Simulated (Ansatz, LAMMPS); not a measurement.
**Glassy 63SiO2-14B2O3-11Na2O-11CaO (mol %) (111 atoms) under strain**

How stiff is glassy 63SiO2-14B2O3-11Na2O-11CaO (mol %) (111 atoms), and how do its levels respond to strain?

Main program and level: Ansatz 0.2.0; Kohn-Sham DFT, PBE, PAW (set soft_2), plane waves.

## Step 1: Starting point

The cell holds 111 atoms: 22 Si, 10 B, 8 Na, 4 Ca and 67 O. Its edges and angles: a = 11.269 Å, b = 11.269 Å, c = 11.269 Å, α = 90.0°, β = 90.0°, γ = 90.0°. 111 atoms (22 Si, 10 B, 8 Na, 4 Ca, 67 O) placed at random at 2.33 g/cm³, melted at 3000 K for 20 ps at fixed volume with the Buckingham and Coulomb pair potential of Guillot and Sator (Geochim. Cosmochim. Acta 71, 1249 (2007)) with the boron terms of Wang et al. (J. Non-Cryst. Solids 498, 294 (2018)). Quenched from 3000 K to 300 K at 300 K/ps and fixed volume, held 10 ps at zero pressure.

Limits known from the start: The quench rate of 300 K/ps far exceeds what a furnace or splat quench reaches, so expect more defects and frozen-in strain than in a real sample. The starting topology of bonds comes from the classical model, and needn't be the one that DFT or experiment would give. Only the Γ point is sampled.

## Step 2: Single point at the start

The forces at the start show how far the geometry lies from a minimum of this functional.

The input, input.yaml:

```yaml
crystal:
  lattice:
    - [11.26868, 0.0, 0.0]
    - [0.0, 11.26868, 0.0]
    - [0.0, 0.0, 11.26868]
  atoms:
    - { symbol: Si, position: [0.05049, 0.0553, 0.22253] }
    - { symbol: Si, position: [0.40946, 0.83947, 0.32086] }
    - { symbol: Si, position: [0.61916, 0.8086, 0.16518] }
    - { symbol: Si, position: [0.05368, 0.41032, 0.264] }
    - { symbol: Si, position: [0.76726, 0.26121, 0.94238] }
    - { symbol: Si, position: [0.66876, 0.58593, 0.32154] }
    - { symbol: Si, position: [0.80541, 0.36422, 0.38262] }
    - { symbol: Si, position: [0.05707, 0.20696, 0.70276] }
    - { symbol: Si, position: [0.62025, 0.83279, 0.87882] }
    - { symbol: Si, position: [0.09229, 0.04634, 0.49726] }
    - { symbol: Si, position: [0.85179, 0.60439, 0.81979] }
    - { symbol: Si, position: [0.8182, 0.91782, 0.73598] }
    - { symbol: Si, position: [0.6966, 0.59507, 0.5832] }
    - { symbol: Si, position: [0.24623, 0.35297, 0.6548] }
    - { symbol: Si, position: [0.48645, 0.47116, 0.705] }
    - { symbol: Si, position: [0.63506, 0.49645, 0.9464] }
    - { symbol: Si, position: [0.52473, 0.8195, 0.57987] }
    - { symbol: Si, position: [0.16205, 0.09677, 0.00602] }
    - { symbol: Si, position: [0.3502, 0.10265, 0.42471] }
    - { symbol: Si, position: [0.49382, 0.07055, 0.65711] }
    - { symbol: Si, position: [0.94382, 0.82625, 0.50846] }
    - { symbol: Si, position: [0.38106, 0.57217, 0.31792] }
    - { symbol: B, position: [0.99952, 0.26249, 0.06935] }
    - { symbol: B, position: [0.41051, 0.531, 0.05988] }
    - { symbol: B, position: [0.89524, 0.36952, 0.78018] }
    - { symbol: B, position: [0.40586, 0.72724, 0.757] }
    - { symbol: B, position: [0.03919, 0.0039, 0.82682] }
    - { symbol: B, position: [0.27169, 0.03697, 0.79958] }
    - { symbol: B, position: [0.26338, 0.33705, 0.38622] }
    - { symbol: B, position: [0.65703, 0.07736, 0.8252] }
    - { symbol: B, position: [0.99217, 0.84317, 0.2641] }
    - { symbol: B, position: [0.0672, 0.63294, 0.18179] }
    - { symbol: Na, position: [0.25905, 0.80517, 0.06634] }
    - { symbol: Na, position: [0.47047, 0.22617, 0.91883] }
    - { symbol: Na, position: [0.21122, 0.74397, 0.52401] }
    - { symbol: Na, position: [0.53356, 0.32538, 0.45554] }
    - { symbol: Na, position: [0.69271, 0.98546, 0.41749] }
    - { symbol: Na, position: [0.10585, 0.77727, 0.73124] }
    - { symbol: Na, position: [0.77055, 0.1073, 0.18146] }
    - { symbol: Na, position: [0.27108, 0.34827, 0.12064] }
    - { symbol: Ca, position: [0.18477, 0.58554, 0.86291] }
    - { symbol: Ca, position: [0.78126, 0.19559, 0.60454] }
    - { symbol: Ca, position: [0.00046, 0.50644, 0.58401] }
    - { symbol: Ca, position: [0.96152, 0.80957, 0.01294] }
    - { symbol: O, position: [0.98165, 0.71953, 0.20649] }
    - { symbol: O, position: [0.22965, 0.32947, 0.51204] }
    - { symbol: O, position: [0.79529, 0.39526, 0.52788] }
    - { symbol: O, position: [0.41392, 0.59588, 0.7253] }
    - { symbol: O, position: [0.07127, 0.99135, 0.9591] }
    - { symbol: O, position: [0.75879, 0.0437, 0.75558] }
    - { symbol: O, position: [0.6931, 0.37605, 0.99975] }
    - { symbol: O, position: [0.36954, 0.97905, 0.34415] }
    - { symbol: O, position: [0.7903, 0.30322, 0.80374] }
    - { symbol: O, position: [0.75905, 0.23119, 0.38854] }
    - { symbol: O, position: [0.34204, 0.46764, 0.97615] }
    - { symbol: O, position: [0.11423, 0.23554, 0.00429] }
    - { symbol: O, position: [0.16005, 0.99485, 0.76272] }
    - { symbol: O, position: [0.02189, 0.138, 0.58185] }
    - { symbol: O, position: [0.11486, 0.85815, 0.29444] }
    - { symbol: O, position: [0.9641, 0.93895, 0.18307] }
    - { symbol: O, position: [0.4731, 0.81175, 0.19495] }
    - { symbol: O, position: [0.96357, 0.68964, 0.84951] }
    - { symbol: O, position: [0.32577, 0.44746, 0.3722] }
    - { symbol: O, position: [0.34255, 0.71058, 0.35517] }
    - { symbol: O, position: [0.00054, 0.12709, 0.80929] }
    - { symbol: O, position: [0.39804, 0.78842, 0.64004] }
    - { symbol: O, position: [0.73761, 0.59321, 0.91606] }
    - { symbol: O, position: [0.04904, 0.08082, 0.36366] }
    - { symbol: O, position: [0.16266, 0.32241, 0.30759] }
    - { symbol: O, position: [0.67028, 0.69176, 0.22514] }
    - { symbol: O, position: [0.56338, 0.45108, 0.82645] }
    - { symbol: O, position: [0.06083, 0.90888, 0.53592] }
    - { symbol: O, position: [0.66016, 0.93353, 0.23225] }
    - { symbol: O, position: [0.37713, 0.56045, 0.17329] }
    - { symbol: O, position: [0.38949, 0.37423, 0.67049] }
    - { symbol: O, position: [0.64423, 0.81181, 0.02055] }
    - { symbol: O, position: [0.79474, 0.58901, 0.68515] }
    - { symbol: O, position: [0.91696, 0.85025, 0.37155] }
    [... 27 atom lines left out ...]
    - { symbol: O, position: [0.34519, 0.22747, 0.35794] }
    - { symbol: O, position: [0.74378, 0.81748, 0.80757] }
    - { symbol: O, position: [0.91858, 0.47366, 0.84387] }
    - { symbol: O, position: [0.58713, 0.49896, 0.60135] }
    - { symbol: O, position: [0.58754, 0.97362, 0.85863] }
    - { symbol: O, position: [0.9768, 0.32907, 0.69904] }
kpoints:
  mp_grid: { grid: [1, 1, 1] }
hamiltonian:
  xc: pbe
scf:
  occupations: { method: fixed }
output:
  forces: true
```

Command:

```bash
ansatz run input.yaml --threads 4 --pin off --max-ram 8192MiB --backend cpu --events-out ev --progress --plain --runs-dir out
```

Numbers of over 12 decimals in the logs are rounded to 6 here.

Log:

```text
Engine: ansatz 0.2.0, x86_64-unknown-linux-gnu
Pseudopotentials: kind: paw
Pseudopotential: Si, paw, valence charge 4, recommended cutoff 420 eV (normal), Si.paw.azcp
Pseudopotential: B, paw, valence charge 3, recommended cutoff 420 eV (normal), B.paw.azcp
Pseudopotential: Na, paw, valence charge 9, recommended cutoff 420 eV (normal), Na.paw.azcp
Pseudopotential: Ca, paw, valence charge 10, recommended cutoff 420 eV (normal), Ca.paw.azcp
Pseudopotential: O, paw, valence charge 6, recommended cutoff 420 eV (normal), O.paw.azcp
[... 5 lines on functional and potentials left out ...]
Crystal: 111 atoms, lattice volume = 1430.932 Å³
Basis set: ecut = 420 eV, 28017 PW (Γ), exchange–correlation on 160×160×160 points (8 copies of the dense FFT grid, shifted against one another)
Bands: 427, of which v1, the nominal top of the filled ones, is band 316 counted from 1 (315 counted from 0)
Symmetry: 1 space group operations
Space group: P1 (ITA 1), of the structure as read, at distance tolerance 1.1e-4 Å
k-points: 1
[... 11 lines on functional and potentials left out ...]
Initial density: superposition of atomic densities (neutral atoms: chi_scale 0, normalization atom), corrected by the library's trained network
Initial wavefunctions: pseudopotential atomic-orbital guess
Functional: x = pbe(κ = 0.804, μ = 0.219515), c = pbe(β = 0.066725)
SCF iter   1: F=—  HF=-72831.506642 eV  |F-HF|=—  |Δ(HF+E_count)|=         —  Δρ=4.19e-3  dr2=5.17e-1  ethr=1.77e-3  ⟨swp⟩=6.0  Hψ=1478  notcnv=0  defer=108
preconditioner: auto → Resta (q_TF=auto, 2.381 Å⁻¹)  ε∞=2.9  [insulator: Δε(μ)=2.166 eV  Ē_g=17.405 eV  n_scr=340 (ndim 8)  ℏωp=24.2 eV  f_vac=0.156  ε∞_Penn≈2.9]
SCF iter   2: F=—  HF=-72831.413212 eV  |F-HF|=—  |Δ(HF+E_count)|=   9.34e-2  Δρ=2.67e-3  dr2=1.08e-1  ethr=8.19e-5  ⟨swp⟩=4.0  Hψ=650  notcnv=0  defer=109
SCF iter   3: F=—  HF=-72831.394944 eV  |F-HF|=—  |Δ(HF+E_count)|=   1.83e-2  Δρ=1.01e-3  dr2=3.76e-2  ethr=1.71e-5  ⟨swp⟩=3.0  Hψ=629  notcnv=0  defer=96
automatic band count: iteration 3 solves 414 bands in place of 427: the levels show a gap, and the empty bands left out lie too high to hold charge; the band table lists the bands solved (type scf.n_extra_bands for more)
SCF iter   4: F=—  HF=-72831.386639 eV  |F-HF|=—  |Δ(HF+E_count)|=   8.30e-3  Δρ=4.54e-4  dr2=3.42e-3  ethr=5.95e-6  ⟨swp⟩=4.0  Hψ=535  notcnv=0  defer=96
SCF iter   5: F=—  HF=-72831.386422 eV  |F-HF|=—  |Δ(HF+E_count)|=   2.17e-4  Δρ=2.19e-4  dr2=6.82e-4  ethr=5.42e-7  ⟨swp⟩=3.0  Hψ=639  notcnv=0  defer=96
SCF iter   6: F=—  HF=-72831.386458 eV  |F-HF|=—  |Δ(HF+E_count)|=   3.60e-5  Δρ=6.85e-5  dr2=6.66e-5  ethr=1.08e-7  ⟨swp⟩=3.0  Hψ=545  notcnv=0  defer=96
SCF iter   7: F=—  HF=-72831.383308 eV  |F-HF|=—  |Δ(HF+E_count)|=   3.15e-3  Δρ=3.74e-5  dr2=1.87e-5  ethr=1.05e-8  ⟨swp⟩=2.0  Hψ=620  notcnv=0  defer=96
SCF iter   8: F=—  HF=-72831.383313 eV  |F-HF|=—  |Δ(HF+E_count)|=   4.61e-6  Δρ=1.21e-5  dr2=2.37e-6  ethr=2.96e-9  ⟨swp⟩=2.0  Hψ=532  notcnv=0  defer=96
SCF iter   9: F=—  HF=-72831.383314 eV  |F-HF|=—  |Δ(HF+E_count)|=   1.03e-6  Δρ=4.41e-6  dr2=3.12e-7  ethr=3.76e-10  ⟨swp⟩=3.0  Hψ=539  notcnv=0  defer=96
SCF iter  10: F=-72831.383314 eV  HF=-72831.383314 eV  |F-HF|=2.79e-8  |Δ(HF+E_count)|=   2.12e-7  Δρ=2.75e-6  dr2=9.51e-8  ethr=1.58e-11  ⟨swp⟩=5.0  Hψ=1261  notcnv=0
SCF 1 converged in 10 iterations: F = -72831.383314 eV  dr2 = 9.51e-8
  greatest PAW one-centre occupation: 0.999 electrons in one spin orbital (limit 2), on the Na atom at site 39 (counted from 0), in its partial waves of l = 0
SCF converged after 10 iterations
Free energy (F): -72831.383314 eV
Harris-Foulkes:  -72831.383314 eV  (|F-HF|=2.79e-8)
Internal energy: -72831.383314 eV  (E = F + TS)
E sigma→0 (E₀):  -72831.383314 eV
Fermi energy:    5.704605 eV
--- Per-component energies (eV) ---
  E_band       = -4364.332470
  E_kinetic    = 15462.916684
  E_local      = -49727.012014  (includes V_loc(G=0)·N_el)
  E_nonlocal   = 5029.394210
  E_hartree    = 18419.568391
  E_xc         = -7376.930954
  E_vxc        = -8854.157072  (∫ρ·V_xc dr)
  E_paw        = -28251.167188  (= ΣΔE_a)
  E_vpaw       = -3114.781612  (= ΣTr[D̂ρ^β])
  E_aug_tail   = 0.170187  (compensation charges beyond the density's cutoff)
  E_ewald      = -26388.322629
  E_smearing   = -0.000000  (= −TS)
  E_closure    = 0.000000  (closes the sum)
  Σ components = -72831.383314   (vs F -72831.383314, Δ=0.00e0)
--- Forces (eV/Å), atoms counted from 1 ---
  atom   1  Si    -0.03081982    -1.01469879    -0.53541733
  atom   2  Si     2.43896613     0.35867876     2.66908396
  atom   3  Si     0.13807582     4.74302573     0.81457465
  atom   4  Si     1.01586814    -1.51652461    -1.31781782
  atom   5  Si     0.03854207     2.28511952    -0.24271922
  atom   6  Si    -1.21037630    -0.64329268     0.48472261
  atom   7  Si     0.52008535     0.87080905     2.13721742
  atom   8  Si    -0.79483863    -1.95664978     1.98069586
  atom   9  Si    -2.88188182     0.62982724     0.35453569
  atom  10  Si     0.44331778    -1.24321889    -2.68100786
  atom  11  Si    -0.49533493    -0.35700231     1.39070378
  atom  12  Si     1.27975083    -1.50027234     0.01900000
  atom  13  Si    -2.95926244     0.77873062    -0.42267614
  atom  14  Si     0.88747539     2.69527706    -2.88711064
[...]
atom 110  O      0.21274743     0.90338046     0.55059201
  atom 111  O     -0.50530681    -0.00799494    -0.31718267
  max |Σ_I F_I| component: 9.07e-5 eV/Å
```

Elapsed: 11 s, on 4 threads of Intel Xeon Platinum 8375C at 2.90GHz (Ice Lake), shared host; peak memory 1.9 GiB; 39 s of CPU time.

The r.m.s. force at the start is 1.1 eV/Å.

(Part 1 of 4 ends here.)

[Logs are printed without paths, hosts, clocks, repeated set-up lines and the standing remarks that a program may print on its own settings, such as how far it seeks lower states.]

[Hosts, paths, dates, database ids (printed as entryN), source tags and the programs' standing remarks are cut or masked in the printed files.]
